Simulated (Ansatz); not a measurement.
# Work function of Pb by crystal face

How much does the work function of Pb differ between its low-index faces, and does the functional change the order?

**Method.** Ansatz 0.2.0, plane waves with PAW datasets (its set soft_2) at their recommended cutoffs; symmetric slabs of 7 layers (11 for bcc (111)) cut at the tabulated experimental lattice constant, atoms at bulk places, 18 Å of vacuum, k-spacing 0.16 Å⁻¹ (2π included), Fermi-Dirac smearing of 0.1 eV, SCF threshold 1e-9 eV; spin-polarised where the metal is Fe, Co or Ni. The work function is the vacuum level less the Fermi level; differences are formed before rounding.

The runs side by side:

```tsv
face	atoms per nm²	LDA (eV)	PBEsol (eV)	r2SCAN (eV)	PBE (eV)	RPBE (eV)	PBE, relaxed (eV)
(111)	9.4	4.00	3.77	3.70	3.68	3.52	3.72
(100)	8.2	4.05	3.83	3.80	3.74	3.59	3.79
(110)	5.8	4.00	3.78	3.76	3.70	3.56	3.73
```

**Answer.** With PBE the work function runs from 3.74 eV on (100) to 3.68 eV on (111). All faces lie within 0.08 eV of each other, too close for slabs of this thickness to order. LDA lies 0.30 to 0.32 eV above PBE. Relaxing all layers with PBE (forces under 0.01 eV/Å) moves the values by +0.03 to +0.06 eV.

**Limits.** Slabs this thin leave size errors that can reach a tenth of an eV or more. The functionals share one unrelaxed geometry at the tabulated experimental lattice constant; the relaxed column keeps that in-plane lattice, which is not PBE's own. Spin-orbit coupling is left out.

[Logs are printed without paths, hosts, clocks, repeated set-up lines and the standing remarks that a program may print on its own settings, such as how far it seeks lower states.]
